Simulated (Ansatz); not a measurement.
# How K2CdSe2O6 absorbs and reflects light, part 2 of 2

Wanted: where K2CdSe2O6 starts to absorb, how strongly, and its refractive index.

Ansatz 0.2.0; DFT, PBE, plane-wave PAW, default files, scalar-relativistic, independent-particle optical response without local fields.

So far, electronic dielectric constant ε∞, mean of the axes: step 3 (spectrum) 3.57.

## 4. Static response with local fields

A static field by perturbation theory: the induced potential is included, and the Born charges come with it.

This step: DFT, PBE, plane-wave PAW, default files, scalar-relativistic, static field response by perturbation theory with local fields (Ansatz 0.2.0).

The input, input.yaml:

```yaml
crystal:
  lattice:
    - [2.84875, 1.6447265794, 6.3162]
    - [-2.84875, 1.6447265794, 6.3162]
    - [0.0, -3.2894531587, 6.3162]
  atoms:
    - { symbol: Cd, position: [0.0, 0.0, 0.0] }
    - { symbol: Se, position: [0.3760333333, 0.3760333333, 0.3760333333] }
    - { symbol: Se, position: [0.6239666667, 0.6239666667, 0.6239666667] }
    - { symbol: K, position: [0.1960733333, 0.1960733333, 0.1960733333] }
    - { symbol: K, position: [0.8039266667, 0.8039266667, 0.8039266667] }
    - { symbol: O, position: [0.25804, 0.25804, 0.72374] }
    - { symbol: O, position: [0.72374, 0.25804, 0.25804] }
    - { symbol: O, position: [0.25804, 0.72374, 0.25804] }
    - { symbol: O, position: [0.27626, 0.74196, 0.74196] }
    - { symbol: O, position: [0.74196, 0.74196, 0.27626] }
    - { symbol: O, position: [0.74196, 0.27626, 0.74196] }
kpoints:
  mp_grid: { grid: [5, 5, 5] }
scf:
  occupations: { method: fixed }
hamiltonian:
  xc: pbe
  pseudopotentials: { kind: paw }
dielectric: {}
```

On the command line:

```console
$ ansatz run input.yaml --threads 4 --pin off --max-ram 8192MiB --backend cpu --events-out ev --progress --plain --runs-dir out
```

Log:

```text
[...]
Crystal: 11 atoms, lattice volume = 177.564 Å³
Basis set: ecut = 420 eV, 3465 PW (Γ), exchange–correlation on 96×96×96 points (8 copies of the dense FFT grid, shifted against one another)
Bands: 64, of which v1, the nominal top of the filled ones, is band 53 counted from 1 (52 counted from 0)
Symmetry: 12 space group operations
k-points: 39 of 125 (irreducible under 2 space group operations, time reversal used)
[...]
SCF iter   1: F=—  HF=-25671.833886 eV  |F-HF|=—  |Δ(HF+E_count)|=         —  Δρ=1.36e-3  dr2=1.41e-3  ethr=1.77e-3  ⟨swp⟩=4.6  Hψ=8971  notcnv=0  defer=329
[...]
SCF iter   9: F=-25671.837891 eV  HF=-25671.837891 eV  |F-HF|=3.64e-12  |Δ(HF+E_count)|=  8.80e-10  Δρ=1.82e-7  dr2=9.05e-11  ethr=1.00e-12  ⟨swp⟩=10.7  Hψ=11787  notcnv=0
SCF 1 converged in 9 iterations: F = -25671.837891 eV  dr2 = 9.05e-11
[...]
DFPT response loops at Γ: preconditioner auto → Resta (q_TF=auto, 2.504 Å⁻¹)  ε∞=3.9 (no band partly filled); β = 1.00, the filter's whole step (`scf.mixing.beta` (0.50) is not read by the response loops at its default; to damp them type it under 1.00, their step now; it binds the ground state too); Broyden in place of MSR1
SCF converged after 9 iterations
Free energy (F): -25671.837891 eV
[...]
Internal energy: -25671.837891 eV  (E = F + TS)
E sigma→0 (E₀):  -25671.837891 eV
Fermi energy:    5.755072 eV
[...]
--- Band table (eV; the first three rows and the last of 39) ---
  k-point 0: bands = [... 49 lower, 5.3808, 5.3808, 5.4074, 5.4239, 9.6100, 10.5253, 10.5253, 11.1875, ... 7 higher]
  k-point 1: bands = [... 49 lower, 5.1551, 5.2523, 5.3933, 5.5809, 9.9852, 10.5230, 10.5935, 11.6073, ... 7 higher]
  k-point 2: bands = [... 49 lower, 5.0848, 5.2668, 5.3945, 5.7198, 10.3016, 10.5736, 11.2755, 12.0608, ... 7 higher]
  k-point 38: bands = [... 49 lower, 5.2245, 5.2692, 5.3391, 5.5741, 10.2814, 10.7190, 10.7752, 11.1513, ... 7 higher]
--- Dielectric response (ions clamped): 2 representative field directions + reference, on 39 of 125 k-points (Σ response iterations 21) ---
  k mesh reduced under 2 symmetry operations, with k and −k counted as one. Each operation leaves every solved perturbation unchanged. A smaller set is not considered because the run solves the response to a homogeneous field
  ε∞ (high-frequency dielectric tensor):
        3.366206     0.000000     0.000000
       -0.000000     3.366206    -0.000000
        0.000000    -0.000000     2.690394
  Born effective charges Z* (e; rows j = field, columns β = displacement):
    site 0:
         2.88571   -0.00000   -0.00000
        -0.00000    2.88571   -0.00000
        -0.00000   -0.00000    1.80437
    site 1:
         3.05533   -0.00000    0.00000
        -0.00000    3.05533   -0.00000
        -0.00000   -0.00000    0.94473
    site 2:
         3.05533   -0.00000    0.00000
        -0.00000    3.05533   -0.00000
        -0.00000   -0.00000    0.94473
    site 3:
         1.23018   -0.00000   -0.00000
        -0.00000    1.23018    0.00000
        -0.00000    0.00000    1.41745
    site 4:
         1.23018   -0.00000    0.00000
        -0.00000    1.23018    0.00000
        -0.00000    0.00000    1.41745
    site 5:
        -1.05021   -0.00000    0.00000
        -0.00000   -2.76870    0.58602
        -0.00000    0.04265   -1.08812
    site 6:
        -2.33908   -0.74413   -0.50750
        -0.74413   -1.47983   -0.29301
        -0.03694   -0.02133   -1.08812
    site 7:
        -2.33908    0.74413    0.50750
         0.74413   -1.47983   -0.29301
         0.03694   -0.02133   -1.08812
    site 8:
        -2.33908   -0.74413   -0.50750
        -0.74413   -1.47983   -0.29301
        -0.03694   -0.02133   -1.08812
    site 9:
        -1.05021   -0.00000   -0.00000
        -0.00000   -2.76870    0.58602
        -0.00000    0.04265   -1.08812
    site 10:
        -2.33908    0.74413    0.50750
         0.74413   -1.47983   -0.29301
         0.03694   -0.02133   -1.08812
  Z* charge neutrality: 1.562e-7 e pre-enforcement
  k-mesh period / interband length: 28.5 Å / 1.33 Å = 21.35 at k = (0.0000, 0.0000, 0.0000), direct gap 4.186 eV — 14 or more, which is no proof of convergence
```

The job ended after 96 s (4 threads of Arm Neoverse V2, shared host; peak memory 2 GiB).

Read-outs:

- electronic dielectric constant ε∞, mean of the axes: 3.141

ε∞ with local fields:

```
3.37 0.00 0.00
0.00 3.37 0.00
0.00 0.00 2.69
```

Diagonal elements. Born, by row:

```tsv
atom	Z*xx (e)	Z*yy (e)	Z*zz (e)
Cd1	2.886	2.886	1.804
Se2	3.055	3.055	0.945
Se3	3.055	3.055	0.945
K4	1.23	1.23	1.417
K5	1.23	1.23	1.417
O6	-1.05	-2.769	-1.088
O7	-2.339	-1.48	-1.088
O8	-2.339	-1.48	-1.088
O9	-2.339	-1.48	-1.088
O10	-1.05	-2.769	-1.088
O11	-2.339	-1.48	-1.088
```

The principal values of the ε∞ with local fields are 2.69, 3.37 and 3.37.

## 5. What came out

* gap on the path: 3.85 eV
* least direct gap on the path: 4.19 eV
* electronic dielectric constant ε∞, mean of the axes (independent particles): 3.57
* absorption onset, first axis (α over 10⁴ cm⁻¹, or the direct gap if that lies higher): 4.27 eV
* main peak of Im epsilon, first axis: 7.28 eV
* electronic dielectric constant ε∞, mean of the axes (static response with local fields): 3.14

What this shows: At this level (PBE, independent particles) K2CdSe2O6 has a mean ε∞ = 3.57 (3.14 with local fields) and n = 1.95 at 1550 nm (E ∥ x); absorption sets in near 4.3 eV, and Im ε peaks at 7.3 eV (E ∥ x). The gap is indirect (3.85 eV), so absorption without phonons can begin only at the direct gap of 4.19 eV. The absorption coefficient passes 10⁴ cm⁻¹ at 4.27 eV, in the ultraviolet, so the visible is passed. Im ε has its chief maxima at 5.23 eV (5.1), 6.47 eV (3.7), 7.28 eV (5.4) and 8.85 eV (4.1) for E ∥ x or y. The static values by axis are 3.79 (xy), 3.15 (z). The first strong peak, at 5.23 eV, fits the third-highest filled and the second-lowest empty band, which run nearly parallel at that distance over 100 % of Γ–L; the match rests on energies alone. Through 1 µm of it, D65 light comes out colourless (x = 0.314, y = 0.330; 81 % transmitted). At 1064 nm the birefringence n(z) − n(x) is -0.178: the crystal is uniaxial negative at this level. In the base spectrum excitons and phonon-assisted transitions are missing, and so are local fields; PBE gaps are as a rule too small, which pulls the onset down and ε∞ up. In the base run ε includes the program's bounded estimate of what the bands above those summed add.

[Long decimals in the printed logs are rounded to 6 places.]

[Logs are printed without paths, hosts, clocks, repeated set-up lines and the standing remarks that a program may print on its own settings, such as how far it seeks lower states.]

[Hosts, paths, dates, database ids (printed as entryN), source tags and the programs' standing remarks are cut or masked in the printed files.]

[Where the starting crystal was built by hand or by swapping elements, it need not be the compound's stable phase.]

[The count of steps not shown may lack steps that the program refused or didn't finish.]
